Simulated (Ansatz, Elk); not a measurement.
# Fe3Pb: X-ray structure factors from the self-consistent density

The structure of Fe3Pb used here is made up (a known structure type with other elements) and was relaxed beforehand with PBEsol. The aim is the Fourier transform of its all-electron density, F(hkl), set beside the sum over free spherical atoms that refinements use.

Calculated with Elk 11.2.3 (patched build); DFT, PBE, all-electron APW+lo, Dirac cores, scalar-relativistic bands, static density, ferromagnetic start.

This account leaves out most program logs.

The structure was built from a prototype and need not be the compound's stable phase.

### 1. The structure

It takes space group Fm-3m (No. 225, cubic). The conventional cell has a = 6.028 Å, b = 6.028 Å, c = 6.028 Å, α = 90.00°, β = 90.00°, γ = 90.00°. Nearest to Pb lie 8 Fe at 2.61 Å. Fe has 4 Fe at 2.61 Å and 4 Pb at 2.61 Å nearest. Nearest to Fe lie 8 Fe at 2.61 Å. Farther neighbours are not listed.

### 2. Ground state and structure factors

An all-electron density is needed, since X-rays see the cores too. Task 0 finds the density and task 195 Fourier-transforms it; tshift is off so that phases refer to the origin typed.

The input, elk.in:

```
tasks
  0
  195
  196

xctype
  20

spinpol
  .true.

rgkmax
  7.0

gmaxvr
  14.0

lmaxo
  7

lmaxapw
  8

swidth
  0.002

tshift
  .false.

ramdisk
  .false.

hmaxvr
  5.5

maxscl
  120

epspot
  1e-06

reducebf
  0.8

sppath
  './'

avec
  0.00000000000 5.69589235311 5.69589235311
  5.69589235311 0.00000000000 5.69589235311
  5.69589235311 5.69589235311 -0.00000000000

atoms
  2
  'Pb.in'
  1
  0.0000000000 0.0000000000 -0.0000000000   0.000000 0.000000 0.000000
  'Fe.in'
  3
  0.7500000000 0.7500000000 0.7500000000   0.000000 0.000000 -0.100000
  0.2500000000 0.2500000000 0.2500000000   0.000000 0.000000 -0.100000
  0.5000000000 0.5000000000 0.5000000000   0.000000 0.000000 -0.130000

ngridk
  6 6 6
```

Run with:

```bash
> OMP_NUM_THREADS=4 elk
```

Wall time 2.6 min (4 threads of Intel Xeon at 2.60GHz (Ice Lake), shared host); peak memory 0.52 GiB; 8.7 min of CPU time.

SFACRHO.OUT:

```text

h k l indices transformed by vhmat matrix:
   1.000000000       0.000000000       0.000000000    
   0.000000000       1.000000000       0.000000000    
   0.000000000       0.000000000       1.000000000    

      h      k      l  multipl.   |H|            Re(F)            Im(F)           |F|

      0      0      0      1   0.0000000       160.00000      0.96661106E-17   160.00000    
      1      0      0      8  0.95531969       51.832676      0.12026676E-13   51.832676    
      1      0      1      6   1.1031082       50.792547     -0.23251244E-13   50.792547    
     -1      0      1     12   1.5600305       122.96447      0.21396482E-14   122.96447    
      2      1      2     24   1.8292979       46.139707      0.72903613E-13   46.139707    
      0      2      0      8   1.9106394       45.592992     -0.19435890E-13   45.592992    
      2      0      2      6   2.2062163       106.43594     -0.35668319E-13   106.43594    
     -1     -3     -1     24   2.4041685       42.466243     -0.62284197E-13   42.466243    
      1      2      3     24   2.4666248       42.138428     -0.62747811E-13   42.138428    
      3      3      2     24   2.7020521       95.484364     -0.11090827E-12   95.484364    
     -3      0     -2     24   2.8659591       39.920055     -0.31084968E-13   39.920055    
     -3      0      0      8   2.8659591       39.843371     -0.28061767E-13   39.843371    
      0     -2      2     12   3.1200610       87.215765      0.27232919E-14   87.215765    
     -1      2     -2     48   3.2630379       37.771517      0.24601037E-13   37.771517    
      0     -3     -3      6   3.3093245       37.523657      0.49213586E-13   37.523657    
     -1     -4     -1     24   3.3093245       37.569490      0.84949959E-14   37.569490    
     -3     -4     -1     24   3.4883343       80.723621      0.49728818E-13   80.723621    
     -3      1      1     24   3.6167820       35.999836     -0.25027916E-13   35.999836
```

Elk indexes on the primitive cell of elk.in and gives |H| = 4π sin θ/λ in inverse bohr. Below, one row stands for each form hkl of the conventional cell (m members, Friedel mates merged), F is for one primitive cell and the density is static (no thermal factor). Free-atom factors are Waasmaier and Kirfel's, and R is Σm||F|−|F'||/Σm|F|.

| hkl | m | sin θ/λ (Å⁻¹) | abs F, DFT | neutral atoms | diff. |
| --- | --- | --- | --- | --- | --- |
| 111 | 8 | 0.144 | 51.833 | 52.105 | -0.272 |
| 200 | 6 | 0.166 | 50.792 | 51.087 | -0.294 |
| 220 | 12 | 0.235 | 122.965 | 123.361 | -0.396 |
| 311 | 24 | 0.275 | 46.140 | 46.044 | +0.096 |
| 222 | 8 | 0.287 | 45.593 | 45.510 | +0.083 |
| 400 | 6 | 0.332 | 106.436 | 106.706 | -0.270 |
| 331 | 24 | 0.361 | 42.466 | 42.453 | +0.013 |
| 420 | 24 | 0.371 | 42.138 | 42.087 | +0.051 |
| 422 | 24 | 0.406 | 95.484 | 95.455 | +0.030 |
| 511 | 24 | 0.431 | 39.920 | 39.845 | +0.075 |
| 333 | 8 | 0.431 | 39.843 | 39.845 | -0.001 |
| 440 | 12 | 0.469 | 87.216 | 87.159 | +0.057 |
| 531 | 48 | 0.491 | 37.772 | 37.769 | +0.003 |
| 600 | 6 | 0.498 | 37.524 | 37.536 | -0.013 |
| 442 | 24 | 0.498 | 37.569 | 37.536 | +0.033 |
| 620 | 24 | 0.525 | 80.724 | 80.752 | -0.028 |
| 533 | 24 | 0.544 | 36.000 | 36.035 | -0.036 |
| 622 | 24 | 0.550 | 35.834 | 35.837 | -0.004 |

### 3. The magnetisation density

The same run holds the spin density, and task 196 transforms it. The order is that of the start, and no other was tried.

SFACMAG_1.OUT:

```text

h k l indices transformed by vhmat matrix:
   1.000000000       0.000000000       0.000000000    
   0.000000000       1.000000000       0.000000000    
   0.000000000       0.000000000       1.000000000    

      h      k      l  multipl.   |H|            Re(F)            Im(F)           |F|

      0      0      0      1   0.0000000       6.6900426      0.40371177E-17   6.6900426    
      1      0      0      8  0.95531969      -2.2343550      0.94823195E-15   2.2343550    
      1      0      1      6   1.1031082      -1.2795670     -0.23918644E-14   1.2795670    
     -1      0      1     12   1.5600305       4.4207852      0.19314151E-15   4.4207852    
      2      1      2     24   1.8292979      -1.4700221      0.58836699E-14   1.4700221    
      0      2      0      8   1.9106394     -0.81272504     -0.15230816E-14  0.81272504    
      2      0      2      6   2.2062163       2.9198951     -0.26735889E-14   2.9198951    
     -1     -3     -1     24   2.4041685     -0.88176799     -0.39354703E-14  0.88176799    
      1      2      3     24   2.4666248     -0.51630308     -0.39734893E-14  0.51630308    
      3      3      2     24   2.7020521       1.8806529     -0.59821426E-14   1.8806529    
     -3      0     -2     24   2.8659591     -0.70779170     -0.16187278E-14  0.70779170    
     -3      0      0      8   2.8659591     -0.61035735     -0.13673544E-14  0.61035735    
      0     -2      2     12   3.1200610       1.2979532      0.93635704E-16   1.2979532    
     -1      2     -2     48   3.2630379     -0.45664991      0.93707514E-15  0.45664991    
      0     -3     -3      6   3.3093245     -0.23393305      0.22649824E-14  0.23393305    
     -1     -4     -1     24   3.3093245     -0.27102996      0.21052464E-15  0.27102996
```

The total moment is 6.69 μB a cell; sphere moments: Pb1 -0.06, Fe2 +2.11, Fe3 +2.11, Fe4 +2.63 μB. Polarised neutrons measure spin and orbital magnetisation together; without spin-orbit coupling the run gives the spin part:

```
hkl  sin θ/λ (Å⁻¹)  abs F_M (μB)
111          0.144         2.234
200          0.166         1.280
220          0.235         4.421
311          0.275         1.470
222          0.287         0.813
400          0.332         2.920
331          0.361         0.882
420          0.371         0.516
422          0.406         1.881
511          0.431         0.708
333          0.431         0.610
440          0.469         1.298
531          0.491         0.457
600          0.498         0.234
```

### 4. The highest occupied states alone

An energy window below the Fermi level keeps the highest occupied states, to see at which angles they scatter; shallow core shells can lie inside it and anion s states outside. No new self-consistency is needed.

elk.in: that of step 2 with these lines changed.

```diff
@@ -1,5 +1,3 @@
 tasks
-  0
   195
-  196
 
@@ -44,2 +42,5 @@
 
+wsfac
+  -0.070190 0.670800
+
 sppath
```

Run with:

```bash
> OMP_NUM_THREADS=4 elk
```

The job ended after 5.2 s (4 threads; peak memory 0.23 GiB).

States within 12 eV below the Fermi level hold 28.00 electrons; any levels below the window count with the cores. Their amplitudes can exceed the total, where window and core parts have opposite phase:

| hkl | sin θ/λ (Å⁻¹) | abs F, window | abs F, all |
| --- | --- | --- | --- |
| 111 | 0.144 | 4.203 | 51.833 |
| 200 | 0.166 | 4.125 | 50.792 |
| 220 | 0.235 | 10.004 | 122.965 |
| 311 | 0.275 | 2.766 | 46.140 |
| 222 | 0.287 | 2.656 | 45.593 |
| 400 | 0.332 | 6.261 | 106.436 |
| 331 | 0.361 | 1.894 | 42.466 |
| 420 | 0.371 | 1.767 | 42.138 |
| 422 | 0.406 | 4.546 | 95.484 |
| 511 | 0.431 | 1.189 | 39.920 |

### 5. Another functional

The difference from free atoms is small, so it is set against the change that PBEsol makes.

elk.in: that of step 4 with these lines changed.

```diff
@@ -1,6 +1,8 @@
 tasks
+  0
   195
+  196
 
 xctype
-  20
+  22
 
@@ -42,5 +44,2 @@
 
-wsfac
-  -0.070190 0.670800
-
 sppath
```

Run with:

```bash
> OMP_NUM_THREADS=4 elk
```

Wall time 2.7 min (4 threads); peak memory 0.51 GiB; 9.1 min of CPU time.

Against the first run R = 0.01 %; the largest change is -0.033 at 400. The moment goes from 6.69 to 6.66 μB.

### 6. Basis size

A smaller basis shows how fast F responds to it; the change is likely larger than the basis error of the first run, but doesn't show convergence.

elk.in: that of step 5 with these lines changed.

```diff
@@ -6,3 +6,3 @@
 xctype
-  22
+  20
 
@@ -12,3 +12,3 @@
 rgkmax
-  7.0
+  5.5
```

Run with:

```bash
> OMP_NUM_THREADS=4 elk
```

The job ended after 2.6 min (4 threads; peak memory 0.5 GiB).

Against the first run R = 0.03 %; the largest change is +0.114 at 400. The moment goes from 6.69 to 6.80 μB.

### 7. Basis size

The basis and the expansions that go with it are enlarged, to see whether the differences are converged.

elk.in: that of step 6 with these lines changed.

```diff
@@ -12,12 +12,12 @@
 rgkmax
-  5.5
+  8.5
 
 gmaxvr
-  14.0
+  18.0
 
 lmaxo
-  7
+  9
 
 lmaxapw
-  8
+  10
```

Run with:

```bash
> OMP_NUM_THREADS=4 elk
```

Wall time 4.2 min (4 threads); peak memory 0.77 GiB; 14 min of CPU time.

Against the first run R = 0.01 %; the largest change is -0.013 at 422. The moment goes from 6.69 to 6.69 μB.

### 8. Settings against the effect

```csv
run,R against the first run (%),"R against neutral atoms, low angle (%)",wall time
"PBE, rgkmax 7",0.00,0.32,2.6 min
PBEsol,0.01,0.33,2.7 min
rgkmax 5.5,0.03,0.35,2.6 min
rgkmax 8.5 with larger expansions,0.01,0.31,4.2 min
```

### 9. What came out

```
R against neutral atoms, sin θ/λ < 0.3 Å⁻¹ : 0.32 %
R against neutral atoms, 0.3 to 0.83 Å⁻¹   : 0.12 %
```

What this shows: Independent neutral atoms miss the calculated amplitudes by R = 0.32 % below 0.3 Å⁻¹ and 0.12 % from there to 0.83 Å⁻¹; by shells, 0.53 % below 0.15 Å⁻¹ (1 form), 0.29 % 0.15 to 0.3 (4 forms), 0.09 % 0.3 to 0.45 (6 forms), 0.12 % above 0.45 (33 forms). Bonding, aspherical density and the tables' own atoms all enter these figures, and the runs don't part them. The largest change of an amplitude is -0.40 electrons, at 220. The magnetic order is that of the start. No other order was tried here, and an antiferromagnetic one would change or move the magnetic intensity. The window's part falls from 28.0 electrons at the origin to at most 3.28 between 0.45 and 0.83 Å⁻¹, where compact states inside the window still scatter. Below 0.3 Å⁻¹ the changes that finished (PBEsol, rgkmax 5.5 and rgkmax 8.5 with larger expansions) move F by R = 0.05 % at most, against the 0.32 % that separates it from free atoms. The magnetic factors move by R = 1.0 % (PBEsol), 2.1 % (rgkmax 5.5) and 0.2 % (rgkmax 8.5 with larger expansions), so they aren't settled to better than that. The k-mesh has no finished test. Spin-orbit coupling is left out, which can matter for elements this heavy. Part of the difference isn't bonding: the tables are fits to free atoms and ions calculated by other methods than this functional. Thermal motion, anomalous dispersion and extinction are left out.

[Logs are printed without paths, hosts, clocks, repeated set-up lines and the standing remarks that a program may print on its own settings, such as how far it seeks lower states.]

[Hosts, paths, dates, database ids (printed as entryN), source tags and the programs' standing remarks are cut or masked in the printed files.]
